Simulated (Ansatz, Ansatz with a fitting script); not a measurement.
**The order of polymorphs of InHO2 (Pmn2_1) on a ladder of methods**

Do cheaper functionals agree with RPA on the order of polymorphs of InHO2 (Pmn2_1)?

Method: density functionals and EXX+RPA, plane waves, in Ansatz 0.2.0.

Most raw output is cut from this account.

In doubt: RPA on norm-conserving files with a d shell is listed as unsure (step 8), so the values of those runs are not to be relied on.

**1. Starting point**

The structure is orthorhombic, space group Pmn2_1 (No. 31). The conventional cell has a = 3.284 Å, b = 4.580 Å, c = 5.278 Å, α = 90.00°, β = 90.00°, γ = 90.00°. Nearest to In lie 6 O at 2.13 to 2.24 Å. Nearest to H lie 1 O at 1.03 Å. O has 1 H at 1.03 Å and 3 In at 2.23 to 2.24 Å nearest. Nearest to O lie 1 H at 1.53 Å and 3 In at 2.13 Å. Farther neighbours and most contacts between anions are not listed.

Structure file:

```cif
data_structure
_symmetry_space_group_name_H-M 'P 1'
_symmetry_Int_Tables_number 1
_cell_length_a 3.2839
_cell_length_b 4.5797
_cell_length_c 5.2777
_cell_angle_alpha 90.000
_cell_angle_beta 90.000
_cell_angle_gamma 90.000
_cell_volume 79.37
loop_
_atom_site_label
_atom_site_type_symbol
_atom_site_fract_x
_atom_site_fract_y
_atom_site_fract_z
_atom_site_occupancy
In1 In 0.00000 0.72782 0.00077 1
In2 In 0.50000 0.27218 0.50077 1
H3 H 0.00000 0.80239 0.47925 1
H4 H 0.50000 0.19761 0.97925 1
O5 O 0.00000 0.98275 0.36324 1
O6 O 0.50000 0.01725 0.86324 1
O7 O 0.00000 0.52300 0.63875 1
O8 O 0.50000 0.47700 0.13875 1
```

The structure was relaxed with r2SCAN+rVV10. The runs that relaxed it are not among those shown. The program's search for lower electronic states was switched off, so nothing shows that the state found is the lowest.

**2. Energy LDA (polymorph Pmn2_1)**

This step: DFT, LDA, plane waves, PAW.

Input file input.yaml:

```yaml
crystal:
  lattice:
    - [3.2838861257, 0.0, 0.0]
    - [0.0, 4.5797186074, 0.0]
    - [0.0, 0.0, 5.2776858519]
  atoms:
    - { symbol: In, position: [0.0, 0.7278178911, 0.0007655666] }
    - { symbol: In, position: [0.5, 0.2721821089, 0.5007655666] }
    - { symbol: H, position: [0.0, 0.8023920204, 0.479250074] }
    - { symbol: H, position: [0.5, 0.1976079796, 0.979250074] }
    - { symbol: O, position: [0.0, 0.9827511835, 0.3632387268] }
    - { symbol: O, position: [0.5, 0.0172488165, 0.8632387268] }
    - { symbol: O, position: [0.0, 0.5229990854, 0.6387456325] }
    - { symbol: O, position: [0.5, 0.4770009146, 0.1387456325] }
kpoints:
  mp_grid: { grid: [8, 6, 6] }
hamiltonian:
  xc: lda
  pseudopotentials: { kind: paw, source: ansatz }
scf:
  occupations: { method: fixed }
  n_extra_bands: 6
  lower_state_search: "off"
  convergence: { dr2_threshold: 1.0e-09 }
output:
  eigenvalues: true
```

Run with:

```
$ ansatz run input.yaml --threads 8 --pin off --max-ram 18432MiB --backend cpu --events-out ev --progress --plain --runs-dir out
```

It took 9.7 s on 8 threads of Arm Neoverse V1, shared host; peak memory 1 GiB; 75 s of CPU time.

Total energy -19906.8850 eV.

**3. Energy r2SCAN (polymorph Pmn2_1)**

r2SCAN sits between gradient functionals and hybrids in what it does to gaps, at little more than semilocal cost.

This step: DFT, r2SCAN, plane waves, PAW.

Edit input.yaml of step 2 so:

```diff
@@ -17,3 +17,3 @@
 hamiltonian:
-  xc: lda
+  xc: r2scan
   pseudopotentials: { kind: paw, source: ansatz }
```

Wall time 21 s (8 threads); peak memory 1.6 GiB.

Total energy -20270.2943 eV.

**4. Energy r2SCAN+rVV10 (polymorph Pmn2_1)**

This step: DFT, r2SCAN with rVV10, plane waves, PAW.

Edit input.yaml of step 3 so:

```diff
@@ -19,2 +19,3 @@
   pseudopotentials: { kind: paw, source: ansatz }
+  dispersion: rvv10
 scf:
```

Elapsed: 31 s, on 8 threads; peak memory 1.8 GiB.

Total energy -20265.4908 eV.

**5. Energy r2SCAN-D4 (polymorph Pmn2_1)**

This step: DFT, r2SCAN with D4 dispersion, plane waves, PAW.

Edit input.yaml of step 4 so:

```diff
@@ -19,3 +19,3 @@
   pseudopotentials: { kind: paw, source: ansatz }
-  dispersion: rvv10
+  dispersion: d4
 scf:
```

The job ended after 22 s (8 threads; peak memory 1.6 GiB; 2.8 min of CPU time).

Total energy -20270.8635 eV.

**6. Energy HSE06 (polymorph Pmn2_1)**

HSE06 mixes in a quarter of exact exchange at short range. Exchange couples all pairs of k points, which makes a full band path dear, so levels are read on the mesh and at chosen points.

This step: DFT, HSE06, plane waves, PAW.

Edit input.yaml of step 5 so:

```diff
@@ -15,7 +15,6 @@
 kpoints:
-  mp_grid: { grid: [8, 6, 6] }
+  mp_grid: { grid: [4, 3, 3] }
 hamiltonian:
-  xc: r2scan
+  xc: hse06
   pseudopotentials: { kind: paw, source: ansatz }
-  dispersion: d4
 scf:
```

Run time: 30 s. Hardware: 8 threads; peak memory 5.1 GiB; 3.6 min of CPU time.

Total energy -20244.0690 eV.

**7. Energy HSE06-D3(BJ) (polymorph Pmn2_1)**

This step: DFT, HSE06 with D3(BJ) dispersion, plane waves, PAW.

Edit input.yaml of step 6 so:

```diff
@@ -19,2 +19,3 @@
   pseudopotentials: { kind: paw, source: ansatz }
+  dispersion: d3bj
 scf:
```

It took 29 s on 8 threads; peak memory 5.1 GiB; 3.6 min of CPU time.

Total energy -20245.6055 eV.

**8. Energy RPA (polymorph Pmn2_1)**

The RPA correlation energy is summed at several response cutoffs, since it converges slowly from above.

This step: EXX+RPA on LDA, plane waves, norm-conserving pseudopotentials.

Edit input.yaml of step 7 so:

```diff
@@ -17,8 +17,6 @@
 hamiltonian:
-  xc: hse06
-  pseudopotentials: { kind: paw, source: ansatz }
-  dispersion: d3bj
+  xc: lda
+  pseudopotentials: { kind: nc, xc_functional: pbe }
 scf:
   occupations: { method: fixed }
-  n_extra_bands: 6
   lower_state_search: "off"
@@ -26,2 +24,8 @@
 output:
-  eigenvalues: true
+  rpa_energy:
+    ecut_chi_ladder: [180, 210, 240, 270, 300]
+    long_wavelength: optical_limit
+    n_empty_bands: 331
+basis:
+  ecutwfc: 1240.0
+  xc_grid: 3
```

The job ended after 14 min (8 threads; peak memory 5.8 GiB).

Numbers from this step:

```yaml
exact_exchange_energy: -673.4453 eV
rpa_correlation_energy: -108.0012 eV
```

Extrapolated from these cutoffs, the correlation energy is -13.50 eV per atom (fit error 0.03); such a limit moves with the range of cutoffs.

RPA ladder, by row:

| response cutoff (eV) | mean plane waves | sphere-equivalent cutoff (eV) | correlation energy (eV) |
| --- | --- | --- | --- |
| 180 | 435.1 | 180 | -89.79 |
| 210 | 549.4 | 210.2 | -93.34 |
| 240 | 670.4 | 240.1 | -95.96 |
| 270 | 799.9 | 270.1 | -98.01 |
| 300 | 935.8 | 299.8 | -99.63 |

**9. Energy Hartree-Fock on PAW files (polymorph Pmn2_1)**

Exact exchange on orbitals of the same functional is the other half of the RPA total energy; it is taken from PAW data, not from the files of the RPA run.

This step: Hartree-Fock energy on orbitals of LDA, plane waves, PAW.

Edit input.yaml of step 8 so:

```diff
@@ -18,3 +18,3 @@
   xc: lda
-  pseudopotentials: { kind: nc, xc_functional: pbe }
+  pseudopotentials: { kind: paw, source: ansatz, frozen_core: stored }
 scf:
@@ -24,8 +24,4 @@
 output:
-  rpa_energy:
-    ecut_chi_ladder: [180, 210, 240, 270, 300]
-    long_wavelength: optical_limit
-    n_empty_bands: 331
+  embedding: [{ level: hf }]
 basis:
-  ecutwfc: 1240.0
-  xc_grid: 3
+  ecutwfc: 1000
```

Elapsed: 1.7 min, on 8 threads; peak memory 1.1 GiB; 12 min of CPU time.

This step gave:

```yaml
hartree_fock_energy_on_these_orbitals: -20083.3036 eV
```

**10. All cells and rungs**

The same runs were made at every cell; a script gathers them. RPA correlation comes from norm-conserving files. It is added to exact exchange from a separate PAW run with frozen cores, on orbitals of the same functional but not those of the RPA run. Both sets of files were made for PBE. One row takes the correlation at one cutoff for all cells, another carries it to the limit cell by cell, where the extrapolations scatter.

Cells, by row:

| polymorph | atoms | volume per formula unit (Å³) |
| --- | --- | --- |
| Pmn2_1 (31) | 8 | 39.69 |
| Pnnm (58) | 8 | 38.84 |

Energy less that of the first cell; no zero-point or thermal terms; the two rows with exchange from PAW are two estimates of the RPA value: one cutoff favours the denser form, the extrapolation scatters; the order is settled only where both agree in sign beyond some 15 meV. Ladder, by row:

| level | Pmn2_1 (31), meV per formula unit | Pnnm (58), meV per formula unit | wall time, all cells (s) |
| --- | --- | --- | --- |
| LDA | 0 | -23.9 | 15.5 |
| r2SCAN | 0 | 61 | 33.63 |
| r2SCAN+rVV10 | 0 | 51.3 | 48.85 |
| r2SCAN-D4 | 0 | 56.9 | 34.14 |
| HSE06 | 0 | 80.6 | 52.13 |
| HSE06-D3(BJ) | 0 | 64.5 | 51.86 |
| EXX (PAW, exact core-valence exchange) | 0 | 241.2 | - |
| EXX+RPA, exchange from PAW, correlation at one sphere-equivalent cutoff of 285 eV | 0 | 75 | 1448 |
| EXX+RPA, exchange from PAW, correlation extrapolated in each cell | 0 | 85.8 | 1448 |
| EXX+RPA on norm-conserving files alone at that cutoff, core-valence term dropped | 0 | 81.7 | 1448 |
| EXX+RPA on norm-conserving files alone at that cutoff, core-valence term semilocal | 0 | 79.6 | 1448 |
| RPA correlation | 0 | -166.2 | 1448 |

**11. Summary of results**

```yaml
lda: lowest: Pnnm (58)
r2scan: lowest: Pmn2_1 (31)
r2scan_rvv10: lowest: Pmn2_1 (31)
r2scan_d4: lowest: Pmn2_1 (31)
hse06: lowest: Pmn2_1 (31)
hse06_d3_bj: lowest: Pmn2_1 (31)
exx_rpa_exchange_from_paw_correlation_at_one_sphere_equivalent_cutoff_of_285_ev: lowest: Pmn2_1 (31)
exx_rpa_exchange_from_paw_correlation_extrapolated_in_each_cell: lowest: Pmn2_1 (31)
rpa_settings: 4×3×3 and 3×3×4 mesh, response cutoffs up to 300 eV
```

**Reading.** Against the first cell the two RPA rows with exchange from PAW give Pnnm (58) 75 to 86 meV per formula unit; neither is exact, since one cutoff truncates unlike cells unequally and the extrapolation scatters. RPA puts Pmn2_1 (31) lowest of the 2 forms run, which need not hold the ground state; r2SCAN, r2SCAN+rVV10, r2SCAN-D4, HSE06 and HSE06-D3(BJ) agree, while LDA chooses otherwise. Energies are for static lattices at cells relaxed by one functional; vibrations can shift such differences by some meV per atom. Each cell's own extrapolation carries a fit error of up to 35 meV per atom, and its limit still moves with the cutoffs, so totals aren't converged; only differences at equal settings are used. RPA is evaluated on semilocal orbitals, not self-consistently, on a coarse mesh. The norm-conserving files of one element are unsure for RPA totals. The cells differ in size and shape, so mesh and cutoff errors cancel only in part.

[Paths, hosts, dates, memory and timing lines, banners, echoed tables and standing remarks are left out of the program output.]

[Logs are printed without paths, hosts, clocks, repeated set-up lines and the standing remarks that a program may print on its own settings, such as how far it seeks lower states.]

[Runs of the session that timed out or met a known fault of the program may be left out.]

[Hosts, paths, dates, database ids (printed as entryN), source tags and the programs' standing remarks are cut or masked in the printed files.]
